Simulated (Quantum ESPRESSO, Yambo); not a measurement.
# A GW chain in Yambo: Al2O3 (Corundum), part 3 of 3

Wanted: ground state, empty states, screening and self-energy for Al2O3 (Corundum).

Quantum ESPRESSO 7.5 and Yambo 5.3.0; PBE and many-body steps on it, plane waves. Known limits of the many-body steps: not at the basis limit.

So far. Step 3 (Bands along the symmetry lines): The gap is 6.266 eV, as in the run before at this level. Step 4 (Empty states on the mesh, 4×4×4 mesh, 82 bands): On this mesh the gap is 6.266 eV.

## Step 5: Conversion and set-up

This step: Yambo 5.3.0; conversion and set-up on PBE, plane waves, norm-conserving pseudopotentials.

The states are converted to the many-body program's format and the q mesh is built.

On the command line:

```console
(cd o/x.save; p2y > p2y.log; mv SAVE ../..); yambo > setup.log
```

The log of the run:

```text
 Yambo, version 5.3.0

 [02] CORE Variables Setup
 =========================

  [02.01] Unit cells
  ==================

  Cell kind             :  Unknown
  Atoms in the cell     :  Al  O
  number of Al atoms    :   4
  number of O  atoms    :   6

  List of atomic masses
  Mass of Al    :  26.98200
  Mass of O     :  15.99900

  List of atomic coordinates    : [cc]
  Al1       :  0.35418E-16 -0.66549E-10   8.6484      order 1
  Al2       : -0.25722E-16 -0.27938E-10   3.6307      order 2
  Al3       :  0.25306E-15 -0.12242E-09   15.910      order 3
  Al4       :  0.16026E-16 -0.16104E-09   20.927      order 4
  O1       :  -1.73911   2.59693  14.32557  order 5
  O2       :  -1.37945  -2.80458  14.32557  order 6
  O3       :   3.11857   0.20765  14.32557  order 7
  O4       :   1.73911  -2.59693  10.23255  order 8
  O5       :   1.37945   2.80458  10.23255  order 9
  O6       :  -3.11857  -0.20765  10.23255  order 10

  Alat factors          :  8.186042  8.186042  8.186042 [a.u.]
  Direct lattice volume :  573.7299 [a.u.]
  Direct lattice vectors:  A[ 1 ]  A[ 2 ]  A[ 3 ]
   A[ 1 ]:  0.549474  0.317239  1.000000  [iru]
   4.498021  2.596933  8.186042  [cc]
   A[ 2 ]: -0.549474  0.317239  1.000000  [iru]
  -4.498021  2.596933  8.186042  [cc]
   A[ 3 ]: -0.000000 -0.634478  1.000000  [iru]
  -0.000000 -5.193867  8.186042  [cc]

  Recip. lattice volume :  0.432347 [a.u.]
  Recip. lattice vectors:  B[ 1 ]  B[ 2 ]  B[ 3 ]
   B[ 1 ]:  0.909960  0.525366  0.333333  [iku]
   0.698439  0.403244  0.255850  [cc]
   B[ 2 ]: -0.909960  0.525366  0.333333  [iku]
  -0.698439  0.403244  0.255850  [cc]
   B[ 3 ]:  0.21995E-16  -1.0507      0.33333      [iku]
   0.16882E-16 -0.80649      0.25585      [cc]

  [02.02] Symmetries
  ==================

  Inversion symmetry    : yes
  Spatial inversion     : yes
  Inversion index       :   4
  K-space Time-reversal : no
  Magnetic symmetries   : no
  Group table correct   : yes
  Symmetries units      :  [cc]

   [S 1]:   1.0000     -0.16236E-16  0.43647E-16 -0.30775E-17   1.0000      0.18004E-16  0.50243E-17 -0.82779E-17   1.0000
   [S 2]: -0.50000      0.86603      0.43647E-16 -0.86603     -0.50000      0.18004E-16 -0.66640E-11 -0.11542E-10   1.0000
   [S 3]: -0.50000     -0.86603      0.43647E-16  0.86603     -0.50000      0.18004E-16  0.66640E-11 -0.11542E-10   1.0000
   [S 4]:  -1.0000      0.16236E-16 -0.43647E-16  0.30775E-17  -1.0000     -0.18004E-16 -0.50243E-17  0.82779E-17  -1.0000
   [S 5]:  0.50000     -0.86603     -0.43647E-16  0.86603      0.50000     -0.18004E-16  0.66640E-11  0.11542E-10  -1.0000
   [S 6]:  0.50000      0.86603     -0.43647E-16 -0.86603      0.50000     -0.18004E-16 -0.66640E-11  0.11542E-10  -1.0000

  [02.03] Reciprocal space
  ========================

  nG shells         :   3318
  nG charge         :   47361
  nG WFs            :   7186
  nC WFs            :   5940
  G-vecs. in first 80 shells:  [ Number ]
[...]
K [12]         [rlu]:  0.250000 -0.500000 -0.250000
[...]
K [13]         [rlu]: -0.500000 -0.500000 -0.500000
         WF components:   5908
  K [14]         [rlu]: -0.25000      0.51824E-17  0.50000
         WF components:   5916

  [02.05] Energies & Occupations
  ==============================

  [X] === General ===
  [X] Electronic Temperature                        :  0.000000  0.000000 [eV K]
  [X] Bosonic    Temperature                        :  0.000000  0.000000 [eV K]
  [X] Finite Temperature mode                       : no
  [X] El. density                                   :  0.56459E+24 [cm-3]
  [X] Fermi Level                                   :  7.718764 [eV]

  [X] === Gaps and Widths ===
  [X] Conduction Band Min                           :  6.266285 [eV]
  [X] Valence Band Max                              :  0.000000 [eV]
  [X] Filled Bands                                  :  24
  [X] Empty Bands                                   :   25   82
  [X] Direct Gap                                    :  6.266285 [eV]
  [X] Direct Gap localized at k                     :  1
  [X] Indirect Gap                                  :  6.266285 [eV]
  [X] Indirect Gap between kpts                     :  1  1
  [X] Last valence band width                       :  0.549060 [eV]
  [X] 1st conduction band width                     :  3.582157 [eV]

  E @ K [ 1]:  [eV]
  -19.16936 -16.83304 -16.55356 -16.55356 -16.23599 -16.23599  -6.88165  -5.88140
[...]
occ @ K [ 1]
[...]
E @ K [ 2]:  [eV]
[...]
occ @ K [ 2]
[...]
E @ K [ 3]:  [eV]
[...]
occ @ K [ 3]
[...]
E @ K [ 8]:  [eV]
[...]
occ @ K [ 8]
[...]
E @ K [ 9]:  [eV]
[...]
occ @ K [ 9]
[...]
E @ K [10]:  [eV]
[...]
occ @ K [10]
[...]
E @ K [11]:  [eV]
[...]
occ @ K [11]
[...]
E @ K [12]:  [eV]
[...]
occ @ K [12]
[...]
E @ K [13]:  [eV]
[...]
occ @ K [13]
[...]
E @ K [14]:  [eV]
[...]
occ @ K [14]
[...]
0.000000  0.000000  0.000000  0.000000  0.000000  0.000000  0.000000  0.000000
   0.000000  0.000000  0.000000  0.000000  0.000000  0.000000  0.000000  0.000000

 [03] Transferred momenta grid and indexing
 ==========================================

 IBZ Q-points                                      :  14
 BZ  Q-points                                      :   64

 K/Q-points units:
 rlu = crystal or reduced units; cc = cartesian coordinates; iku = interal k-units

 Q [ 1]         [rlu]:  0.000000  0.000000  0.000000
 Q [ 2]         [rlu]: -0.13482E-16 -0.27360E-16  0.25000
 Q [ 3]         [rlu]:  0.26965E-16  0.54720E-16 -0.50000
[...]
Q [ 8]         [rlu]:  0.250000  0.250000  0.250000
 Q [ 9]         [rlu]:  0.250000  0.250000  0.500000
 Q [10]         [rlu]:  0.250000  0.250000 -0.250000
 Q [11]         [rlu]:  0.250000  0.500000  0.500000
 Q [12]         [rlu]:  0.250000  0.500000  0.750000
 Q [13]         [rlu]: -0.500000 -0.500000 -0.500000
 Q [14]         [rlu]: -0.25000      0.44742E-17 -0.50000

  [03.01] X indexes
  =================

   [03.01.01] Sigma indexes
   ========================

 [06] Game Over & Game summary
```

Elapsed: 2.4 s, on 1 MPI rank of Arm Neoverse V2, shared host; peak memory 0.25 GiB.

## Step 6: Screening and self-energy, 4×4×4 mesh, 82 bands, screening to 74.8 eV

Now the one-shot GW correction: screening in the RPA, then the self-energy of the levels asked for.

This step: G0W0 on PBE, plane waves, norm-conserving pseudopotentials.

Contents of gw1.in:

```
HF_and_locXC
gw0
dyson
ppa
em1d
rim_cut
RandQpts= 1000000
RandGvec= 1 RL
EXXRLvcs= 72 Ry
VXCRLvcs= 288 Ry
Chimod= "HARTREE"
% BndsRnXp
 1 | 82 |
%
NGsBlkXp= 5.5 Ry
% LongDrXp
 1 | 1 | 1 |
%
% GbndRnge
 1 | 82 |
%
DysSolver= "n"
ExtendOut
PPAPntXp= 27.21138 eV
% QPkrange
 1 | 1 | 23 | 26 |
%
```

On the command line:

```console
OMP_NUM_THREADS=2 mpirun -n 4 yambo -F gw1.in -J gw1 -C gw1 > gw1.log
```

The log of the run:

```text
 Yambo, version 5.3.0

 [02] CORE Variables Setup
 =========================

  [... cell, symmetries and grids as in the set-up ...]

  [02.05] Energies & Occupations
  ==============================

  [X] === General ===
  [X] Electronic Temperature                        :  0.000000  0.000000 [eV K]
  [X] Bosonic    Temperature                        :  0.000000  0.000000 [eV K]
  [X] Finite Temperature mode                       : no
  [X] El. density                                   :  0.56459E+24 [cm-3]
  [X] Fermi Level                                   :  7.718764 [eV]

  [X] === Gaps and Widths ===
  [X] Conduction Band Min                           :  6.266285 [eV]
  [X] Valence Band Max                              :  0.000000 [eV]
  [X] Filled Bands                                  :  24
  [X] Empty Bands                                   :   25   82
  [X] Direct Gap                                    :  6.266285 [eV]
  [X] Direct Gap localized at k                     :  1
  [X] Indirect Gap                                  :  6.266285 [eV]
  [X] Indirect Gap between kpts                     :  1  1
  [X] Last valence band width                       :  0.549060 [eV]
  [X] 1st conduction band width                     :  3.582157 [eV]

 [03] Transferred momenta grid and indexing
 ==========================================

 IBZ Q-points                                      :  14
 BZ  Q-points                                      :   64

 K/Q-points units:
 rlu = crystal or reduced units; cc = cartesian coordinates; iku = interal k-units

 Q [ 1]         [rlu]:  0.000000  0.000000  0.000000
 Q [ 2]         [rlu]: -0.13482E-16 -0.27360E-16  0.25000
 Q [ 3]         [rlu]:  0.26965E-16  0.54720E-16 -0.50000
 Q [ 4]         [rlu]:  0.86127E-17  0.25000      0.25000
 Q [ 5]         [rlu]: -0.12880E-16  0.25000      0.50000
 Q [ 6]         [rlu]: -0.15111E-16  0.25000     -0.25000
 Q [ 7]         [rlu]:  0.11061E-15 -0.50000     -0.50000
 Q [ 8]         [rlu]:  0.250000  0.250000  0.250000
 Q [ 9]         [rlu]:  0.250000  0.250000  0.500000
 Q [10]         [rlu]:  0.250000  0.250000 -0.250000
 Q [11]         [rlu]:  0.250000  0.500000  0.500000
 Q [12]         [rlu]:  0.250000  0.500000  0.750000
 Q [13]         [rlu]: -0.500000 -0.500000 -0.500000
 Q [14]         [rlu]: -0.25000      0.44742E-17 -0.50000

 [04] Coloumb potential Random Integration (RIM)
 ===============================================

  [04.01] RIM initialization
  ==========================

  * Diagonal components only detected *

  8 x (sBL volume)        :  0.054043 [a.u.]
  sBZ random points       :  1000000
  Points outside the sBZ  :   7967396
  RL volume               :  0.432347 [a.u.]
  Integrated volume       :  0.434116 [a.u.]

  [04.02] RIM integrals
  =====================

  Gamma point sphere radius             :  0.068580 [a.u.]
  Points outside the sphere             :   800626
  [Int_sBZ(q=0) 1/q^2]*(Vol_sBZ)^(-1/3) =:  7.770918
                                 should be <:  7.795600

  Summary of Coulomb integrals for non-metallic bands |Q|[au] RIM/Bare

  Q [1] 0.100000E-4 0.996834 * Q [8] 0.191887 1.041586
  Q [2] 0.211524 1.077508 * Q [4] 0.238781 1.069714
  Q [9] 0.325746 1.027742 * Q [6] 0.349219 1.032846
  Q [11] 0.378062 1.020848 * Q [13] 0.383774 1.015523
  Q [5] 0.398466 1.024401 * Q [14] 0.398466 1.024201
  Q [10] 0.408285 1.024609 * Q [3] 0.423049 1.022144
  Q [7] 0.477561 1.017329 * Q [12] 0.518880 1.013830

 [05] Dipoles
 ============

  [05.01] Setup: observables and procedures
  =========================================

  [WARNING] [x,Vnl] slows the Dipoles computation. To neglect it rename the ns.kb_pp file

 [06] Dynamic Dielectric Matrix (PPA)
 ====================================

 [WR./gw1//ndb.pp]---------------------------------------------------------------
  Brillouin Zone Q/K grids (IBZ/BZ)                :   14   64   14   64
  RL vectors                                       :   7193 [WF]
  Coulomb cutoff potential                         : none
  Electronic Temperature                           :  0.000000 [K]
  Bosonic    Temperature                           :  0.000000 [K]
  PPA    diel. fun.  energies                      : Perdew, Burke & Ernzerhof(X)+Perdew, Burke & Ernzerhof(C)
  wavefunctions                                    : Perdew, Burke & Ernzerhof(X)+Perdew, Burke & Ernzerhof(C)
  Global Gauge                                     : length
  X matrix size                                    :  157
  X band range                                     :    1   82
  X e/h energy range                               : -1.000000 -1.000000 [eV]
  X Time ordering                                  : R
  X Hxc Kernel                                     : HARTREE
  X Drude frequency                                :  0.000000  0.000000
  X poles                                          :  100.0000 [o/o]
  RL vectors in the sum                            :   7193
  [r,Vnl] included                                 : yes
  Field direction                                  :  0.577350E-5  0.577350E-5  0.577350E-5
  BZ energy Double Grid                            : no
  BZ energy DbGd points                            : 0
  BZ Q point size factor                           : -1.000000
  X Optical Averaged directions                    : none

 [07] Local Exchange-Correlation + Non-Local Fock
 ================================================

 [VXC] Plane waves :   47361
 [EXS] Plane waves :   5903

 QP @ state[ 1 ] K range:  1  1
 QP @ state[ 1 ] b range:  23  26

 [xc] Functional : Perdew, Burke & Ernzerhof(X)+Perdew, Burke & Ernzerhof(C)
 [xc] LIBXC used to calculate xc functional
  PP Number of Atomic Species                      :  2
  NLCC RL compoments                               :   47361
  PP Number of Atomic Species                      :  2
  NLCC RL compoments                               :   47361

 [xc] E_xc :  -25.09482 [Ha]
      E_xc :  -50.18965 [Ry]

  Local XC kind (lXC) : Perdew, Burke & Ernzerhof(X)+Perdew, Burke & Ernzerhof(C)
  Non-Local XC kind (nlXC) : Hartree-Fock

  Corrections @ K [1] :  [eV]
 <23|nlXC|23> = -25.96451  0.11361E-16 <23|lXC|23> = -20.46730 -0.18882E-15
 <24|nlXC|24> = -25.83752  0.20004E-16 <24|lXC|24> = -20.39748 -0.94408E-16
 <25|nlXC|25> = -8.925502 -0.35359E-18 <25|lXC|25> = -13.77893 -0.56645E-15
 <26|nlXC|26> = -6.122223  0.62904E-18 <26|lXC|26> = -11.42353 -0.56645E-15

 [08] Dyson equation: Newton solver
 ==================================

  [08.01] G0W0 (W PPA)
  ====================

  [  GW  ] Bands range     :    1   82
  [GW/PPA] G damping       :  0.100000 [eV]

  QP @ state[ 1 ] K range:  1  1
  QP @ state[ 1 ] b range:  23  26

   Sc/G bands                                       :    1   82
   Sc/G damping                                     :  0.100000 ev
   Sc bands terminator                              : no
   Sx RL components                                 :   5903

   QP @ state[ 1 ] K range                          :  1  1
   QP @ state[ 1 ] b range                          :  23  26
   GF energies kind                                 : Perdew, Burke & Ernzerhof(X)+Perdew, Burke & Ernzerhof(C)
   GF WF`s kind                                     : Perdew, Burke & Ernzerhof(X)+Perdew, Burke & Ernzerhof(C)
   Xs energies kind                                 : Perdew, Burke & Ernzerhof(X)+Perdew, Burke & Ernzerhof(C)
   Xs WF`s kind                                     : Perdew, Burke & Ernzerhof(X)+Perdew, Burke & Ernzerhof(C)

 [11] Game Over & Game summary
```

Elapsed: 67 s, on 4 MPI ranks; peak memory 3.2 GiB; 8.4 min of CPU time.

This step gave:

- G0W0 gap on the points computed: 8.380 eV
- starting gap on the mesh: 6.266 eV
- k of the valence top: 0, 0, 0
- k of the conduction bottom: 0, 0, 0
- least direct G0W0 gap on the computed points: 8.380 eV
- Z at the valence top: 0.8218
- Z at the conduction bottom: 0.8593

The gap on the mesh goes from 6.27 eV to 8.38 eV, a correction of +2.11 eV.

Limits: finite bands, cutoff and mesh. v1 is the top filled band, c1 the lowest empty one. The levels before and after the correction (eV, zero at the valence-band top of each column):

|  | conduction bottom | valence top |
| --- | --- | --- |
| Kohn-Sham | 6.27 | 0.00 |
| G0W0 | 8.38 | 0.00 |

|  | level | energy (eV) |
| --- | --- | --- |
| Kohn-Sham | Γ v2 | -0.045 |
| Kohn-Sham | Γ v1 | 0.000 |
| Kohn-Sham | Γ c1 | 6.266 |
| Kohn-Sham | Γ c2 | 9.188 |
| G0W0 | Γ v2 | -0.102 |
| G0W0 | Γ v1 | 0.000 |
| G0W0 | Γ c1 | 8.380 |
| G0W0 | Γ c2 | 11.422 |

## Step 7: Where the time went

Times are wall times on the hardware named with each run, good to a factor of about two.

| step | time | share | memory (GiB) |
| --- | --- | --- | --- |
| ground state | 32 s | 25 % | 0.9 |
| bands along the symmetry lines | 14 s | 11 % | 0.66 |
| empty states on the mesh | 12 s | 10 % | 0.59 |
| conversion and set-up | 2.4 s | 2 % | 0.25 |
| screening and self-energy | 67 s | 52 % | 3.2 |

## Step 8: What came out

```
PBE gap              : 6.27 eV, direct
G0W0 gap on the mesh : 8.38 eV
GW settings          : 4×4×4 mesh, 82 bands, screening to 74.8 eV, Godby-Needs plasmon pole
known limits         : not at the basis limit
```

What this shows: G0W0 moves the gap on the mesh from 6.27 eV to 8.38 eV (+2.11 eV), with Z of 0.82 and 0.86 at the edges. Only 1 of the mesh's irreducible points was corrected, so a valley elsewhere could overtake. The dearest step here is «screening and self-energy». Against experiment, by G0W0@PBE: the gap of 8.38 eV lies −0.32 eV from the measured 8.7 eV (optical, quoted 2018). An exciton line or allowed optical edge lies below the quasiparticle gap by the binding energy; a forbidden edge can push the onset above it. The calculation has static nuclei and no excitons; a measured gap holds zero-point and thermal motion, which mostly lowers it. Bands and cutoff are finite, so the gap is not at the basis limit. The miss can reach some tenths of an eV and take either sign; the mesh is an error of its own. In the G0W0 run levels were corrected at 1 k point alone, so a gap called «on the mesh» is the least over those, and an edge elsewhere would be missed.

[Paths, hosts, dates, memory and timing lines, banners, echoed tables and standing remarks are left out of the program output.]

[Logs are printed without paths, hosts, clocks, repeated set-up lines and the standing remarks that a program may print on its own settings, such as how far it seeks lower states.]

[Runs of the session that timed out or met a known fault of the program may be left out.]

[Hosts, paths, dates, database ids (printed as entryN), source tags and the programs' standing remarks are cut or masked in the printed files.]
